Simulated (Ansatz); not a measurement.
## Lattice dynamics of SiPb2 (model cell, started as cuprite)

Task: relax SiPb2 (model cell, started as cuprite), then find its harmonic phonons.

Main program and level: Ansatz 0.2.0; DFT PBE, scalar-relativistic, plane waves, PAW.

This is a report of a sequence of runs, with most program output left out.

The structure was built from a prototype and need not be the compound's stable phase.

**1. The starting structure**

Symmetry: Pn-3m, No. 224, cubic system. Conventional cell: a = 6.381 Å, b = 6.381 Å, c = 6.381 Å, α = 90.00°, β = 90.00°, γ = 90.00°. Nearest to Si lie 4 Pb at 2.76 Å. Nearest to Pb lie 2 Si at 2.76 Å. Farther neighbours are not listed.

**2. Bringing the structure to rest**

Harmonic phonons are second derivatives at a point where the forces vanish, and they are wanted at zero stress, so atoms and cell are relaxed first.

Input file input.yaml:

```yaml
crystal:
  lattice:
    - [6.38134, 0.0, 0.0]
    - [0.0, 6.38134, 0.0]
    - [0.0, 0.0, 6.38134]
  atoms:
    - { symbol: Si, position: [0.0, 0.0, 0.0] }
    - { symbol: Si, position: [0.5, 0.5, 0.5] }
    - { symbol: Pb, position: [0.25, 0.25, 0.25] }
    - { symbol: Pb, position: [0.75, 0.75, 0.25] }
    - { symbol: Pb, position: [0.75, 0.25, 0.75] }
    - { symbol: Pb, position: [0.25, 0.75, 0.75] }
kpoints:
  mp_grid: { grid: [6, 6, 6] }
hamiltonian:
  xc: pbe
scf:
  occupations: { method: gaussian, width: 0.1 }
output:
  forces: true
  stress: true
  eigenvalues: true
relax:
  adjacent_minimum: "off"
  f_tol: 0.005
  max_steps: 80
  cell: { stress_tol: 0.05 }
```

Command:

```
> ansatz run input.yaml --threads 8 --pin off --max-ram 14336MiB --backend cpu --events-out ev --progress --plain --runs-dir out
```

Wall time 16 s (8 threads of Arm Neoverse N1, shared host); peak memory 0.92 GiB.

The steps of the relaxation:

| step | energy less that of the first step (eV) | largest force component (eV/Å) | pressure (GPa) | volume (Å³) |
| --- | --- | --- | --- | --- |
| 1 | 0.0000 | 0.0000 | -2.02 | 259.86 |
| 2 | -0.1802 | 0.0000 | -0.48 | 237.95 |
| 3 | -0.1887 | 0.0000 | 0.07 | 231.88 |
| 4 | -0.1888 | 0.0000 | 0.00 | 232.64 |
| 5* | -0.1869 | 0.0000 | -0.01 | 232.64 |

Relaxation steps marked * repeat the geometry before them on a plane-wave basis chosen anew for their cell, so energy and pressure can jump there.

Forces are held to the 48 operations that the run works with; a distortion that breaks them can't arise in this run.

| conventional cell, symmetrised | before | after | change |
| --- | --- | --- | --- |
| a (Å) | 6.381 | 6.150 | -3.6 % |
| b (Å) | 6.381 | 6.150 | -3.6 % |
| c (Å) | 6.381 | 6.150 | -3.6 % |
| volume (Å³/atom) | 43.31 | 38.77 | -10.5 % |

The relaxed structure:

```
Si Pb
1.0
     6.15032    0.00000    0.00000
     0.00000    6.15032    0.00000
     0.00000    0.00000    6.15032
Si Pb
2 4
Direct
  0.00000 0.00000 0.00000
  0.50000 0.50000 0.50000
  0.25000 0.25000 0.25000
  0.75000 0.75000 0.25000
  0.75000 0.25000 0.75000
  0.25000 0.75000 0.75000
```

This step gave:

| Quantity | Value |
| --- | --- |
| pressure | -0.009130 GPa |
| volume per atom | 38.77 Å³ |
| gap on the k-mesh | 0 eV |

In this step the volume went from 43.31 to 38.77 Å³/atom.

**3. Bringing the structure to rest**

The relaxation is repeated from its end on the same settings, as a check that it has come to rest.

input.yaml, as its differences from that of step 2:

```diff
@@ -2,5 +2,5 @@
   lattice:
-    - [6.38134, 0.0, 0.0]
-    - [0.0, 6.38134, 0.0]
-    - [0.0, 0.0, 6.38134]
+    - [6.15032042, 0.0, 0.0]
+    - [0.0, 6.15032042, 0.0]
+    - [0.0, 0.0, 6.15032042]
   atoms:
```

Wall time 6.7 s (8 threads); peak memory 0.85 GiB.

Little changed from the start: no atom moved by 0.005 Å and no cell edge by 0.1 %.

In this step the volume went from 38.77 to 38.77 Å³/atom.

**4. Relaxing to small forces for the phonons**

Phonons need a cell at rest on their own settings, so the relaxation is repeated with tight tolerances on forces and stress on the k mesh and occupations of the first response run.

input.yaml, as its differences from that of step 3:

```diff
@@ -17,3 +17,3 @@
 scf:
-  occupations: { method: gaussian, width: 0.1 }
+  occupations: { method: methfessel_paxton, width: 0.2 }
 output:
@@ -24,4 +24,4 @@
   adjacent_minimum: "off"
-  f_tol: 0.005
-  max_steps: 80
-  cell: { stress_tol: 0.05 }
+  f_tol: 0.001
+  max_steps: 60
+  cell: { stress_tol: 0.01 }
```

The job ended after 9.7 s (8 threads; peak memory 0.86 GiB).

Little changed from the start: no atom moved by 0.005 Å and no cell edge by 0.1 %.

Numbers from this step:

| Item | Value |
| --- | --- |
| pressure | -0.002386 GPa |
| volume per atom | 38.73 Å³ |

The forces vanish by symmetry and the pressure is -0.002 GPa, within the tolerances set. The cell now holds 38.73 Å³/atom.

**5. Linear response at the zone centre**

The zone centre comes first: it holds the modes that light can see, as far as symmetry allows. No field response is asked, since the mesh shows no gap.

input.yaml, the sections that differ from step 4:

```yaml
crystal:
  lattice:
    - [6.1481006399, 0.0, 0.0]
    - [0.0, 6.1481006399, 0.0]
    - [0.0, 0.0, 6.1481006399]
  atoms:
    - { symbol: Si, position: [0.0, 0.0, 0.0] }
    - { symbol: Si, position: [0.5, 0.5, 0.5] }
    - { symbol: Pb, position: [0.25, 0.25, 0.25] }
    - { symbol: Pb, position: [0.75, 0.75, 0.25] }
    - { symbol: Pb, position: [0.75, 0.25, 0.75] }
    - { symbol: Pb, position: [0.25, 0.75, 0.75] }
output:
  eigenvalues: true
phonons:
  method: dfpt
# kpoints, hamiltonian, scf: as in step 4
# relax: removed
```

Wall time 58 s (8 threads); peak memory 2.6 GiB.

Numbers from this step:

* sum-rule residual before enforcement: 1.50e-5 eV/Å²
* point group: m-3m
* highest optical mode at the zone centre (no LO-TO term): 247.6 cm⁻¹
* lowest optical zone-centre mode: -57.62 cm⁻¹

Patterns of degenerate modes are one choice out of their space. Modes at Γ, with each element's share of the kinetic energy (negative means imaginary):

| mode | frequency (cm⁻¹) | symmetry | Si % | Pb % |
| --- | --- | --- | --- | --- |
| 1 | -57.6 | T1u | 17 | 83 |
| 2 | -57.6 | T1u | 17 | 83 |
| 3 | -57.6 | T1u | 17 | 83 |
| 4 | -47.1 | T2u | 0 | 100 |
| 5 | -47.1 | T2u | 0 | 100 |
| 6 | -47.1 | T2u | 0 | 100 |
| 7 | -44.8 | Eu | 0 | 100 |
| 8 | -44.8 | Eu | 0 | 100 |
| 9 | 0.0 | acoustic | 6 | 94 |
| 10 | 0.0 | acoustic | 6 | 94 |
| 11 | 0.0 | acoustic | 6 | 94 |
| 12 | 110.3 | A2u | 0 | 100 |
| 13 | 195.3 | T2g | 100 | 0 |
| 14 | 195.3 | T2g | 100 | 0 |
| 15 | 195.3 | T2g | 100 | 0 |
| 16 | 247.6 | T1u | 77 | 23 |
| 17 | 247.6 | T1u | 77 | 23 |
| 18 | 247.6 | T1u | 77 | 23 |

Displacements in mode 2 (-57.6 cm⁻¹), the largest set to 1:
```
Si1 -0.05  1.00 -0.44
Si2 -0.05  1.00 -0.44
Pb3  0.23 -0.26  0.42
Pb4  0.58  0.09 -0.36
Pb5 -0.58  0.13 -0.39
Pb6 -0.22 -0.23  0.45
```

Displacements in mode 8 (-44.8 cm⁻¹), the largest set to 1:
```
Si1  0.00  0.00  0.00
Si2  0.00  0.00  0.00
Pb3  0.34 -1.00  0.66
Pb4 -0.34  1.00  0.66
Pb5 -0.34 -1.00 -0.66
Pb6  0.34  1.00 -0.66
```

Before it was imposed, the acoustic sum rule was missed by 1.5e-5 eV/Å². Small misses are needed for a sound result but don't prove that mesh and cutoff are converged. The lowest optical mode is imaginary, 57.6i cm⁻¹, so the energy falls along it.

**6. Phonons on a q mesh**

Stability and thermal properties need the whole zone. Linear response on a 2×2×2 q mesh gives force constants as far as a supercell of that size would.

input.yaml, as its differences from that of step 5:

```diff
@@ -22 +22,8 @@
   method: dfpt
+  qmesh: [2, 2, 2]
+  temperatures: { t_max: 1000, t_step: 50 }
+  qpath:
+    path:
+      - [[0.0, 0.0, 0.0], [0.0, 0.5, 0.0], [0.5, 0.5, 0.0], [0.0, 0.0, 0.0], [0.5, 0.5, 0.5], [0.0, 0.5, 0.0]]
+      - [[0.5, 0.5, 0.5], [0.5, 0.5, 0.0]]
+    npoints: 10
```

Run time: 4.6 min. Hardware: 8 threads; peak memory 3.1 GiB; 35 min of CPU time.

Numbers from this step:

| Quantity | Value |
| --- | --- |
| sum-rule residual before enforcement | 1.08e-5 eV/Å² |
| lowest frequency on the path | -67.89 cm⁻¹ |
| highest frequency on the path or at a solved wavevector | 262.3 cm⁻¹ |
| lowest mode on the q mesh (acoustic modes at Γ apart) | -67.89 cm⁻¹ |

Frequencies (cm⁻¹) solved at each irreducible wavevector; negative means imaginary. Frequencies by wavevector, by row:

| q in reciprocal lattice units | star | mode 1 | mode 2 | mode 3 | mode 4 | mode 16 | mode 17 | mode 18 |
| --- | --- | --- | --- | --- | --- | --- | --- | --- |
| 0 0 0 | 1 | -57.6 | -57.6 | -57.6 | -47.1 | 247.6 | 247.6 | 247.6 |
| 0 0 -0.5 | 3 | -56.8 | -56.8 | -51.3 | -51.3 | 233.2 | 260.6 | 260.6 |
| 0 -0.5 -0.5 | 3 | -56.7 | -56.7 | -51.5 | -51.5 | 224.8 | 257.2 | 257.2 |
| -0.5 -0.5 -0.5 | 1 | -67.9 | -67.9 | -67.9 | -38.8 | 247.2 | 247.2 | 247.2 |

Interpolated from a 2×2×2 q mesh. The phonon branches at the labelled points (cm⁻¹):

| point | branch 1 | branch 2 | branch 3 | branch 4 | branch 15 | branch 16 | branch 17 | branch 18 |
| --- | --- | --- | --- | --- | --- | --- | --- | --- |
| Γ | -58 | -58 | -58 | -47 | 195 | 248 | 248 | 248 |
| halfway | -54 | -54 | -52 | -51 | 211 | 245 | 255 | 255 |
| X | -57 | -57 | -51 | -51 | 233 | 233 | 260 | 260 |
| halfway | -57 | -57 | -51 | -51 | 226 | 226 | 260 | 260 |
| M | -57 | -57 | -52 | -52 | 225 | 225 | 257 | 257 |
| halfway | -55 | -54 | -54 | -50 | 205 | 244 | 254 | 260 |
| Γ | -58 | -58 | -58 | -47 | 195 | 248 | 248 | 248 |
| halfway | -60 | -60 | -48 | -48 | 194 | 252 | 254 | 254 |
| R | -68 | -68 | -68 | -39 | 210 | 247 | 247 | 247 |
| halfway | -65 | -60 | -49 | -49 | 208 | 242 | 253 | 260 |
| X | -57 | -57 | -51 | -51 | 233 | 233 | 260 | 260 |
| jump to R | -68 | -68 | -68 | -39 | 210 | 247 | 247 | 247 |
| halfway | -65 | -65 | -58 | -44 | 213 | 240 | 254 | 254 |
| M | -57 | -57 | -52 | -52 | 225 | 225 | 257 | 257 |

Tetrahedra on a 10×10×10 mesh, mean over bins of 5 cm-1. Interpolated from a 2×2×2 q mesh. Table of phonon density of states by wavenumber; read off at these points:

wavenumber (cm⁻¹), phonon density of states (1/cm⁻¹/cell) and a bar:
```
      -68      0.030 ##
      -58      0.237 ################
      -48      0.437 ##############################
      -42      0.334 #######################
      -32      0.001 
      -22      0.247 #################
      -12      0.041 ###
        2      0.001 
       12      0.004 
       22      0.009 #
       32      0.015 #
       48      0.034 ##
       58      0.020 #
       68      0.009 #
       82      0.044 ###
       92      0.021 #
      102      0.011 #
      112      0.000 
      128      0.000 
      138      0.000 
      148      0.000 
      162      0.000 
      172      0.019 #
      178      0.130 #########
      182      0.107 #######
      192      0.034 ##
      208      0.056 ####
      218      0.035 ##
      228      0.013 #
      238      0.052 ####
      252      0.114 ########
      258      0.215 ###############
      262      0.062 ####
```

The partial phonon density of states has structure finer than the step of the table below, so its rows give means over 10 cm⁻¹, whole bins alone (the curve runs from -77.6 to 280 cm⁻¹). Peaks (cm⁻¹: height): Pb -48.4: 0.397, -21.5: 0.159; Si -23.7: 0.0199, 178.6: 0.111, 207.8: 0.0463, 257.3: 0.149.

Phonopy on the run's constants, 9x9x9 mesh, Gaussian sigma 2.6 cm-1. Interpolated from a 2×2×2 q mesh. Partial phonon density of states against wavenumber; means over each step; values in 1/cm⁻¹/cell:

| wavenumber (cm⁻¹) | Pb | Si |
| --- | --- | --- |
| -70 | 0.0198 | 0.00265 |
| -60 | 0.141 | 0.0120 |
| -50 | 0.334 | 0.0104 |
| -40 | 0.255 | 0.00330 |
| -30 | 0.0528 | 0.00414 |
| -20 | 0.119 | 0.0142 |
| -10 | 0.0280 | 0.00254 |
| 0 | 0.00285 | 2.7e-4 |
| 10 | 0.00424 | 5.1e-4 |
| 20 | 0.00578 | 8.5e-4 |
| 30 | 0.0120 | 0.00202 |
| 40 | 0.0201 | 0.00382 |
| 50 | 0.0256 | 0.00495 |
| 60 | 0.0144 | 0.00267 |
| 70 | 0.0169 | 0.00292 |
| 80 | 0.0324 | 0.00516 |
| 90 | 0.0221 | 0.00280 |
| 100 | 0.0131 | 9.8e-4 |
| 110 | 0.00430 | 1.3e-4 |
| 120 | 6.2e-5 | 3.5e-7 |
| 130 | 0 | 0 |
| 140 | 0 | 0 |
| 150 | 0 | 0 |
| 160 | 0 | 5.3e-6 |
| 170 | 3.4e-4 | 0.0244 |
| 180 | 0.00162 | 0.0984 |
| 190 | 0.00112 | 0.0602 |
| 200 | 0.00276 | 0.0342 |
| 210 | 0.00521 | 0.0406 |
| 220 | 0.00400 | 0.0232 |
| 230 | 0.00416 | 0.0197 |
| 240 | 0.0101 | 0.0428 |
| 250 | 0.0204 | 0.0762 |
| 260 | 0.0258 | 0.101 |
| 270 | 7.9e-4 | 0.00320 |

Symmetry leaves 4 wavevectors to solve. The lowest mode among them, the acoustic zeros apart, lies at q = (-0.5, -0.5, -0.5) and is imaginary, 67.9i cm⁻¹, so the energy falls along it.

**7. Summary of results**

```yaml
space_group_after_relaxation_within_0p01_a: Pn-3m
volume_per_atom: 38.7 Å³
electronic_character: no gap on this mesh
highest_optical_mode_at_the_zone_centre_no_lo_to_term: 248 cm⁻¹
lowest_optical_zone_centre_mode: -57.6 cm⁻¹
lowest_mode_on_the_q_mesh_acoustic_modes_at_gamma_apart: -67.9 cm⁻¹
highest_frequency_on_the_path_or_at_a_solved_wavevector: 262 cm⁻¹
imaginary_modes_on_the_2x2x2_q_mesh: yes
```

**Reading.** Modes are clearly imaginary (beyond 10i cm⁻¹) at 4 of the 4 irreducible wavevectors, most at q = (-0.5, -0.5, -0.5) (67.9i cm⁻¹), so this structure is not a minimum of the energy. The optical modes at Γ span -58 to 248 cm⁻¹ (negative means imaginary). The highest mode in this list at Γ, 247.6 cm⁻¹, is mostly motion of Si (77 % of the kinetic energy). With no gap, or one that is small against the smearing, the frequencies hang on the k mesh and the smearing, most of all near Kohn anomalies. Spin-orbit coupling is left out, which can matter for the heavy elements here. A phonon run warned that its eigensolver left some bands unconverged in a pass. The starting cell was built on a prototype and not taken from a measurement, so the phase need not exist. These are harmonic frequencies at zero temperature: anharmonic shifts, linewidths and thermal expansion are left out.

[Logs are printed without paths, hosts, clocks, repeated set-up lines and the standing remarks that a program may print on its own settings, such as how far it seeks lower states.]

[Hosts, paths, dates, database ids (printed as entryN), source tags and the programs' standing remarks are cut or masked in the printed files.]
